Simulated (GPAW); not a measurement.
## MgS (F-43m): one start, several treatments of the self-energy

Aim: compare treatments of exchange, screening and correlation for the gap of MgS (F-43m).

Main program and level: GPAW 26.7.0; LDA and many-body steps on it, plane waves.

## (1) Set-up

It takes space group F-43m (No. 216, cubic). The conventional cell has a = 5.666 Å, b = 5.666 Å, c = 5.666 Å, α = 90.00°, β = 90.00°, γ = 90.00°. Nearest to Mg lie 4 S at 2.45 Å. Nearest to S lie 4 Mg at 2.45 Å. Farther neighbours and most contacts between anions are not listed.

Structure file:

```xyz
2
Lattice="0.0000 2.8331 2.8331 2.8331 0.0000 2.8331 2.8331 2.8331 0.0000" Properties=species:S:1:pos:R:3 pbc="T T T"
Mg    0.0000    0.0000    0.0000
S     4.2497    4.2497    4.2497
```

The cell and positions are those that the Materials Project relaxed with its own functionals (PBE, PBE+U or r2SCAN), kept fixed. This is not the form that MgS usually takes at ambient conditions.

## (2) Empty states on the mesh, 4×4×4 mesh, 418 bands

This step: GPAW 26.7.0; DFT, LDA, plane waves, PAW.

The sums over transitions need many empty states on a uniform mesh; this step solves for them.

Contents of run.py:

```python
import json
import numpy as np
from gpaw.mpi import world
from gpaw import GPAW

calc = GPAW('gs.gpw').fixed_density(kpts={'size': (4, 4, 4), 'gamma': True},
    parallel={'domain': 1, 'band': 1},
    txt='nscf.txt')
calc.diagonalize_full_hamiltonian(nbands=418)
calc.write('full.gpw', mode='all')
res = {}
kpts = calc.get_ibz_k_points()
res['kpts'] = kpts
res['eigenvalues'] = [calc.get_eigenvalues(kpt=k) for k in range(len(kpts))]
res['n_electrons'] = calc.get_number_of_electrons()

if world.rank == 0:
    with open('result.json', 'w') as f:
        json.dump(res, f, default=lambda x: x.tolist())
```

Launch:

```
$ mpirun -n 4 gpaw python run.py
```

Numbers of over 12 decimals in the logs are rounded to 6 here.

Log:

```text
Diagonalizing LCAO Hamiltonian
Converting LCAO to pw mode
convergence criteria:
- Maximum integral of absolute [eigenst]ate change: 4e-08 eV^2 / valence electron
maximum number of iterations: 100

SCF iterations
|iter     |     time |      energy | eigst |  dens |
|iter:   1|  |             | +0.95 |       |
|iter:   2|  |             | -0.36 |       |
|iter:   3|  |             | -1.33 |       |
[...]
|iter:   7|  |             | -6.15 |       |
|iter:   8|  |             | -7.30 |       |
|iter:   9|  |             | -7.89c|       |
SCF steps: 9
  __  _  _
 | _ |_)|_||  |
 |__||  | ||/\| - 26.7.0

Input parameters:
  mode=PW(ecut=450.000000),
  convergence={'density': 1e-06, 'bands': -3},
  gpts=array([20, 20, 20]),
  kpts=MonkhorstPack(size=(4, 4, 4), gamma=True),
  maxiter=100,
  nbands=15,
  occupations=Occupations(name='fermi-dirac', width=0.001, fixmagmom=False),
  parallel={'domain': 1, 'band': 1},
  xc=XC(name='LDA')
Matrix size: 982x982
# Writing to full.gpw (mode='all')
  [... matrices ...]

timing:  # [seconds]
  Total: 2.356  # ━━━━━━━━━━━━━━━━━━━━━━━━━━━━━━━━━━━━━━━━━━━━━━━━━━━━━━━━━━━
```

Run time: 4.8 s. Hardware: 4 MPI ranks of Arm Neoverse V2, shared host; peak memory 0.94 GiB; 19 s of CPU time.

Numbers from this step:

```yaml
gap: 3.176 eV
k_of_the_valence_top: 0, 0, 0
k_of_the_conduction_bottom: 0, 0, 0
least_direct_gap: 3.176 eV
k_points_computed: 8
lowest_point_of_the_top_converged_band_above_the_valence_top: 242.7077 eV
```

On this mesh the gap is 3.176 eV.

## (3) G0W0, Godby-Needs plasmon pole

G0W0 replaces the xc potential by the self-energy, built once from these orbitals. Only a window of levels is corrected, while the sums run over the empty bands that the input names.

This step: G0W0 on LDA, plane waves, PAW.

Contents of run.py:

```python
import json
import numpy as np
from gpaw.mpi import world
from gpaw.response.g0w0 import G0W0

gw = G0W0('full.gpw',
    filename='gw',
    kpts=[0],
    bands=(6, 10),
    ecut=150,
    nbands=189,
    integrate_gamma='WS',
    ppa=True)
gw.calculate()
res = {mode: {k: v for k, v in r.items() if k != 'sigma_eskwn'}
       for mode, r in gw.all_results.items()}

if world.rank == 0:
    with open('result.json', 'w') as f:
        json.dump(res, f, default=lambda x: x.tolist())
```

Launch:

```
$ mpirun -n 4 gpaw python run.py
```

Log:

```text
Using integrator: PointIntegrator
FrequencyGridDescriptor(from 0.000+0.000j to 0.000+27.211j eV, 2 points)
Nonperiodic BCs:  [False False False]
Using integrator: PointIntegrator
FrequencyGridDescriptor(from 0.000+0.000j to 0.000+27.211j eV, 2 points)
Nonperiodic BCs:  [False False False]
  ___  _ _ _
 |   || | | |
 | | || | | |
 |__ ||_____|
 |___|

BZ k-points: Symmetries present (total): 24

  [... matrices ...]
64 k-points: 4 x 4 x 4 Monkhorst-Pack grid + [1/8,1/8,1/8]
8 k-points in the irreducible part of the Brillouin zone
       k-points in crystal coordinates                weights
   0:     0.00000000    0.00000000    0.00000000          1/64
   1:     0.25000000    0.25000000    0.00000000          6/64
   2:     0.25000000    0.25000000    0.25000000          8/64
   3:     0.50000000    0.25000000   -0.25000000          6/64
   4:     0.50000000    0.25000000    0.25000000         12/64
   5:     0.50000000    0.50000000    0.00000000          3/64
   6:     0.50000000    0.50000000    0.25000000         24/64
   7:     0.50000000    0.50000000    0.50000000          4/64

Distributing spins, k-points and bands (1 x 1 x 4) over 4 processes
Number of blocks: 1

Quasi particle states:
k-points (IBZ indices): [0]
Band range: (6, 10)
  [... matrices ...]
Computational parameters:
Plane wave cut-off: 150 eV
Number of bands: 189
Coulomb cutoff: None
Broadening: 0.1 eV

fxc modes: GW
Kernel: RPA
Using Godby-Needs plasmon-pole approximation:
  Fitting energy: i*E0, E0 = 1.000 Hartree
Summing all q:

Calculating screened Coulomb potential
No Coulomb truncation
FrequencyGridDescriptor(from 0.000+0.000j to 0.000+27.211j eV, 2 points)
Removing empty qpoint cache files...

Calculating chi0 body with:
    Ground state adapter containing:
    Number of spins: 1
    Number of kpoints: 64
    Number of irreducible kpoints: 8
    Number of completely occupied states: 8
    Number of partially occupied states: 8
    Occupied states memory: 0.9765625 M / cpu

    Linear response parametrization:
    q_c: [0.0, 0.0, 0.0]
    Number of frequency points: 2
    Planewave cutoff: 150.0
    Number of bands: 189
    Number of planewaves: 181
    Broadening (eta): 1e-06
    comm.size: 4
    kncomm.size: 4
    blockcomm.size: 1

    Memory estimate of potentially large arrays:
        chi0_wGG: 0.999786 M / cpu
Integrating chi0 body.

Symmetries of q_c:
    Direct symmetries (Uq -> q): 24
    Indirect symmetries (TUq -> q): 24
In total 48 allowed symmetries.

  [... matrices ...]
8 groups of equivalent kpoints. 87.5% reduction.

Integral kind: response function
Integrating chi0 head and wings.

Symmetries of q_c:
    Direct symmetries (Uq -> q): 24
    Indirect symmetries (TUq -> q): 24
In total 48 allowed symmetries.

  [... matrices ...]
8 groups of equivalent kpoints. 87.5% reduction.

Integral kind: response function wings

Calculating chi0 body with:
    Ground state adapter containing:
    Number of spins: 1
    Number of kpoints: 64
    Number of irreducible kpoints: 8
    Number of completely occupied states: 8
    Number of partially occupied states: 8
    Occupied states memory: 0.9765625 M / cpu

    Linear response parametrization:
[... the further q-points ...]

Results:
f:      Occupation numbers
eps:     KS-eigenvalues [eV]
vxc:     KS vxc [eV]
exx:     Exact exchange [eV]
sigma:   Self-energies [eV]
dsigma:  Self-energy derivatives
Z:       Renormalization factors
qp:      QP-energies [eV]

k-point 0 (0): (0.000, 0.000, 0.000)                GW
band       f     eps     vxc     exx   sigma  dsigma       Z      qp
                                                                   GW
   6   1.000   1.541 -15.058 -18.097   1.652  -0.279   0.782   0.455
   7   1.000   1.541 -15.058 -18.097   1.652  -0.279   0.782   0.455
   8   0.000   4.716 -10.894  -6.591  -3.495  -0.220   0.820   5.378
   9   0.000   9.281 -10.602  -5.295  -4.063  -0.233   0.811  10.290
```

Run time: 23 s. Hardware: 4 MPI ranks; peak memory 1.1 GiB.

Numbers from this step:

```yaml
g0w0_gap_on_the_points_computed: 4.923 eV
least_direct_g0w0_gap_on_the_computed_points: 4.923 eV
z_at_the_valence_top: 0.7822
z_at_the_conduction_bottom: 0.8198
starting_gap_on_the_mesh: 3.176 eV
k_of_the_valence_top: 0, 0, 0
k_of_the_conduction_bottom: 0, 0, 0
```

The gap on the mesh goes from 3.18 eV to 4.92 eV, a correction of +1.75 eV.

## (4) One-shot HSE06

This step: one-shot HSE06 levels on LDA orbitals, plane waves, PAW.

Contents of run.py:

```python
import json
import numpy as np
from gpaw.mpi import world
from gpaw.hybrids.eigenvalues import non_self_consistent_eigenvalues

dft, vxc, vxc_hyb = non_self_consistent_eigenvalues('full.gpw', 'HSE06', 6, 10, kpt_indices=[0])
res = {'dft': dft[0], 'hybrid': (dft - vxc + vxc_hyb)[0]}
if world.rank == 0:
    with open('hybrid.txt', 'w') as f:
        for k, e0, e1 in zip([0], res['dft'], res['hybrid']):
            print(k, ' '.join(f'{x:9.4f}' for x in e0), '|', ' '.join(f'{x:9.4f}' for x in e1), file=f)

if world.rank == 0:
    with open('result.json', 'w') as f:
        json.dump(res, f, default=lambda x: x.tolist())
```

Launch:

```
$ mpirun -n 4 gpaw python run.py
```

Log:

```text
IBZ(<points: 8, symmetries: 24>)
Occupied bands: 8
Transforming wave functions from IBZ to BZ: 0.013 seconds
Distributing wave functions and iFFT-ing to real space: 0.068 seconds
Calculating eigenvalues:
  k-points: 1
  Bands: 6-9 (inclusive)
  Seconds: 0.088 (wave-function broadcasting: 0.003 seconds)
HSE06-eigenvalue shifts:
  min: -0.621 eV
  ave: 0.082 eV
  max: 0.886 eV
```

Elapsed: 2.3 s, on 4 MPI ranks; peak memory 0.68 GiB.

Numbers from this step:

- starting gap on the mesh: 3.176 eV
- hybrid gap on the mesh: 4.480 eV
- least direct hybrid gap on the computed points: 4.480 eV

## (5) G0W0, extrapolated in the cutoff

This step: G0W0 on LDA, plane waves, PAW.

Contents of run.py:

```python
import json
import numpy as np
from gpaw.mpi import world
from gpaw.response.g0w0 import G0W0

gw = G0W0('full.gpw',
    filename='gw',
    kpts=[0],
    bands=(6, 10),
    ecut=250.0,
    integrate_gamma='WS',
    ppa=True,
    ecut_extrapolation=True)
gw.calculate()
res = {mode: {k: v for k, v in r.items() if k != 'sigma_eskwn'}
       for mode, r in gw.all_results.items()}

if world.rank == 0:
    with open('result.json', 'w') as f:
        json.dump(res, f, default=lambda x: x.tolist())
```

Launch:

```
$ mpirun -n 4 gpaw python run.py
```

Log:

```text
Using integrator: PointIntegrator
FrequencyGridDescriptor(from 0.000+0.000j to 0.000+27.211j eV, 2 points)
Nonperiodic BCs:  [False False False]
Using integrator: PointIntegrator
FrequencyGridDescriptor(from 0.000+0.000j to 0.000+27.211j eV, 2 points)
Nonperiodic BCs:  [False False False]
  ___  _ _ _
 |   || | | |
 | | || | | |
 |__ ||_____|
 |___|

BZ k-points: Symmetries present (total): 24

  [... matrices ...]
64 k-points: 4 x 4 x 4 Monkhorst-Pack grid + [1/8,1/8,1/8]
8 k-points in the irreducible part of the Brillouin zone
       k-points in crystal coordinates                weights
   0:     0.00000000    0.00000000    0.00000000          1/64
   1:     0.25000000    0.25000000    0.00000000          6/64
   2:     0.25000000    0.25000000    0.25000000          8/64
[...]
6:     0.50000000    0.50000000    0.25000000         24/64
   7:     0.50000000    0.50000000    0.50000000          4/64

Distributing spins, k-points and bands (1 x 1 x 4) over 4 processes
Number of blocks: 1

Quasi particle states:
k-points (IBZ indices): [0]
Band range: (6, 10)
  [... matrices ...]
Computational parameters:
Extrapolating to infinite plane wave cut-off using points at:
  215.443 eV
  231.120 eV
  250.000 eV
Number of bands: 408
Coulomb cutoff: None
Broadening: 0.1 eV

fxc modes: GW
Kernel: RPA
Using Godby-Needs plasmon-pole approximation:
  Fitting energy: i*E0, E0 = 1.000 Hartree
Summing all q:

Calculating screened Coulomb potential
No Coulomb truncation
FrequencyGridDescriptor(from 0.000+0.000j to 0.000+27.211j eV, 2 points)
Removing empty qpoint cache files...

Calculating chi0 body with:
    Ground state adapter containing:
    Number of spins: 1
    Number of kpoints: 64
    Number of irreducible kpoints: 8
    Number of completely occupied states: 8
    Number of partially occupied states: 8
    Occupied states memory: 0.9765625 M / cpu

    Linear response parametrization:
    q_c: [0.0, 0.0, 0.0]
    Number of frequency points: 2
    Planewave cutoff: 250.0
    Number of bands: 408
    Number of planewaves: 411
    Broadening (eta): 1e-06
    comm.size: 4
    kncomm.size: 4
    blockcomm.size: 1

    Memory estimate of potentially large arrays:
        chi0_wGG: 5.155060 M / cpu
Integrating chi0 body.

Symmetries of q_c:
    Direct symmetries (Uq -> q): 24
    Indirect symmetries (TUq -> q): 24
In total 48 allowed symmetries.

  [... matrices ...]
8 groups of equivalent kpoints. 87.5% reduction.

Integral kind: response function
Integrating chi0 head and wings.

Symmetries of q_c:
    Direct symmetries (Uq -> q): 24
    Indirect symmetries (TUq -> q): 24
In total 48 allowed symmetries.

  [... matrices ...]
8 groups of equivalent kpoints. 87.5% reduction.

Integral kind: response function wings

Calculating chi0 body with:
    Ground state adapter containing:
    Number of spins: 1
    Number of kpoints: 64
    Number of irreducible kpoints: 8
    Number of completely occupied states: 8
    Number of partially occupied states: 8
    Occupied states memory: 0.9765625 M / cpu

    Linear response parametrization:
[... the further q-points ...]
Extrapolating selfenergy to infinite energy cutoff:
  Performing linear fit to 3 points
  Minimum R^2 = 0.9968. (R^2 Should be close to 1)
  [... matrices ...]
Results:
f:      Occupation numbers
eps:     KS-eigenvalues [eV]
vxc:     KS vxc [eV]
exx:     Exact exchange [eV]
sigma:   Self-energies [eV]
dsigma:  Self-energy derivatives
Z:       Renormalization factors
qp:      QP-energies [eV]

k-point 0 (0): (0.000, 0.000, 0.000)                GW
band       f     eps     vxc     exx   sigma  dsigma       Z      qp
                                                                   GW
   6   1.000   1.541 -15.058 -18.097   1.388  -0.281   0.781   0.251
   7   1.000   1.541 -15.058 -18.097   1.388  -0.281   0.781   0.251
   8   0.000   4.716 -10.894  -6.591  -3.634  -0.221   0.819   5.264
   9   0.000   9.281 -10.602  -5.295  -4.136  -0.235   0.810  10.229
```

Wall time 4.6 min (4 MPI ranks); peak memory 1.4 GiB.

Numbers from this step:

```
quasiparticle gap on the points computed              : 5.013 eV
least direct quasiparticle gap on the computed points : 5.013 eV
Z at the valence top                                  : 0.7808
Z at the conduction bottom                            : 0.8191
starting gap on the mesh                              : 3.176 eV
k of the valence top                                  : 0, 0, 0
k of the conduction bottom                            : 0, 0, 0
gaps at the cutoffs of the extrapolation              : 4.960, 4.965, 4.971 eV
```

Against G0W0 in GPAW (4×4×4 mesh, 189 bands, screening to 150 eV, Godby-Needs plasmon pole), the gap moves by +0.090 eV.

## (6) One-shot PBE0

This step: one-shot PBE0 levels on LDA orbitals, plane waves, PAW.

Contents of run.py:

```python
import json
import numpy as np
from gpaw.mpi import world
from gpaw.hybrids.eigenvalues import non_self_consistent_eigenvalues

dft, vxc, vxc_hyb = non_self_consistent_eigenvalues('full.gpw', 'PBE0', 6, 10, kpt_indices=[0])
res = {'dft': dft[0], 'hybrid': (dft - vxc + vxc_hyb)[0]}
if world.rank == 0:
    with open('hybrid.txt', 'w') as f:
        for k, e0, e1 in zip([0], res['dft'], res['hybrid']):
            print(k, ' '.join(f'{x:9.4f}' for x in e0), '|', ' '.join(f'{x:9.4f}' for x in e1), file=f)

if world.rank == 0:
    with open('result.json', 'w') as f:
        json.dump(res, f, default=lambda x: x.tolist())
```

Launch:

```
$ mpirun -n 4 gpaw python run.py
```

Log:

```text
IBZ(<points: 8, symmetries: 24>)
Occupied bands: 8
Transforming wave functions from IBZ to BZ: 0.013 seconds
Distributing wave functions and iFFT-ing to real space: 0.070 seconds
Calculating eigenvalues:
  k-points: 1
  Bands: 6-9 (inclusive)
  Seconds: 0.144 (wave-function broadcasting: 0.003 seconds)
HSE06-eigenvalue shifts:
  min: -1.006 eV
  ave: 0.060 eV
  max: 1.242 eV
```

Run time: 2.3 s. Hardware: 4 MPI ranks; peak memory 0.72 GiB; 8.8 s of CPU time.

This step gave:

```yaml
starting_gap_on_the_mesh: 3.176 eV
hybrid_gap_on_the_mesh: 5.192 eV
least_direct_hybrid_gap_on_the_computed_points: 5.192 eV
```

## (7) G0W0, full frequency, Hilbert transform

This step: G0W0 on LDA, plane waves, PAW.

Contents of run.py:

```python
import json
import numpy as np
from gpaw.mpi import world
from gpaw.response.g0w0 import G0W0

gw = G0W0('full.gpw',
    filename='gw',
    kpts=[0],
    bands=(6, 10),
    ecut=150,
    nbands=189,
    integrate_gamma='WS',
    frequencies={'type': 'nonlinear', 'domega0': 0.1, 'omega2': 15.0},
    eta=0.1,
    nblocksmax=True)
gw.calculate()
res = {mode: {k: v for k, v in r.items() if k != 'sigma_eskwn'}
       for mode, r in gw.all_results.items()}

if world.rank == 0:
    with open('result.json', 'w') as f:
        json.dump(res, f, default=lambda x: x.tolist())
```

Launch:

```
$ mpirun -n 4 gpaw python run.py
```

Log:

```text
Using integrator: PointIntegrator
NonLinearFrequencyDescriptor(from 0.000 to 225.375 eV, 313 points)
Nonperiodic BCs:  [False False False]
Using integrator: PointIntegrator
NonLinearFrequencyDescriptor(from 0.000 to 225.375 eV, 313 points)
Nonperiodic BCs:  [False False False]
  ___  _ _ _
 |   || | | |
 | | || | | |
 |__ ||_____|
 |___|

BZ k-points: Symmetries present (total): 24

  [... matrices ...]
64 k-points: 4 x 4 x 4 Monkhorst-Pack grid + [1/8,1/8,1/8]
8 k-points in the irreducible part of the Brillouin zone
       k-points in crystal coordinates                weights
[...]
Results:
f:      Occupation numbers
eps:     KS-eigenvalues [eV]
vxc:     KS vxc [eV]
exx:     Exact exchange [eV]
sigma:   Self-energies [eV]
dsigma:  Self-energy derivatives
Z:       Renormalization factors
qp:      QP-energies [eV]

k-point 0 (0): (0.000, 0.000, 0.000)                GW
band       f     eps     vxc     exx   sigma  dsigma       Z      qp
                                                                   GW
   6   1.000   1.541 -15.058 -18.097   1.606  -0.319   0.758   0.454
   7   1.000   1.541 -15.058 -18.097   1.606  -0.320   0.758   0.455
   8   0.000   4.716 -10.894  -6.591  -3.467  -0.228   0.814   5.397
   9   0.000   9.281 -10.602  -5.295  -4.050  -0.248   0.801  10.288
```

Wall time 73 s (4 MPI ranks); peak memory 1.7 GiB.

Numbers from this step:

* G0W0 gap on the points computed: 4.943 eV
* least direct G0W0 gap on the computed points: 4.943 eV
* starting gap on the mesh: 3.176 eV
* k of the valence top: 0, 0, 0
* k of the conduction bottom: 0, 0, 0

Against G0W0 in GPAW (4×4×4 mesh, 189 bands, screening to 150 eV, Godby-Needs plasmon pole), the gap moves by +0.020 eV.

## (8) Side by side

Times are wall times on 4 MPI ranks of Arm Neoverse V2, shared host, good to a factor of about two.

```
                                    run   mesh  bands  screening cutoff (eV)  DFT gap (eV)  gap on the mesh (eV)  direct (eV)     time
         G0W0, Godby-Needs plasmon pole  4×4×4    189                    150         3.176                 4.923        4.923     23 s
                         one-shot HSE06  4×4×4      -                      -         3.176                 4.480        4.480    2.3 s
       G0W0, extrapolated in the cutoff  4×4×4      -                    250         3.176                 5.013        5.013  4.6 min
                          one-shot PBE0  4×4×4      -                      -         3.176                 5.192        5.192    2.3 s
G0W0, full frequency, Hilbert transform  4×4×4    189                    150         3.176                 4.943        4.943     73 s
```

## (9) Results

- G0W0, Godby-Needs plasmon pole: 4.923 eV
- one-shot HSE06: 4.480 eV
- G0W0, extrapolated in the cutoff: 5.013 eV
- one-shot PBE0: 5.192 eV
- G0W0, full frequency, Hilbert transform: 4.943 eV
- known limits: not at the basis limit; coarse k mesh

In words: One-shot HSE06: −0.443 eV against G0W0, Godby-Needs plasmon pole. G0W0, extrapolated in the cutoff: +0.090 eV against G0W0, Godby-Needs plasmon pole, at other bands or cutoff, so not like for like. One-shot PBE0: +0.269 eV against G0W0, Godby-Needs plasmon pole. G0W0, full frequency, Hilbert transform: +0.020 eV against G0W0, Godby-Needs plasmon pole. One-shot hybrid levels are evaluated on the LDA orbitals. Bands and cutoff are finite, so the gap is not at the basis limit. The miss can reach some tenths of an eV and take either sign; the mesh is an error of its own. These stock PAW sets were not made for GW. In the G0W0 runs levels were corrected at 1 k point alone, so a gap called «on the mesh» is the least over those, and an edge elsewhere would be missed. The 4×4×4 mesh is coarse for this cell, which bears on the long-range parts of exchange and screening.

[Paths, hosts, dates, memory and timing lines, banners, echoed tables and standing remarks are left out of the program output.]

[Logs are printed without paths, hosts, clocks, repeated set-up lines and the standing remarks that a program may print on its own settings, such as how far it seeks lower states.]

[Runs of the session that timed out or met a known fault of the program may be left out.]

[Hosts, paths, dates, database ids (printed as entryN), source tags and the programs' standing remarks are cut or masked in the printed files.]
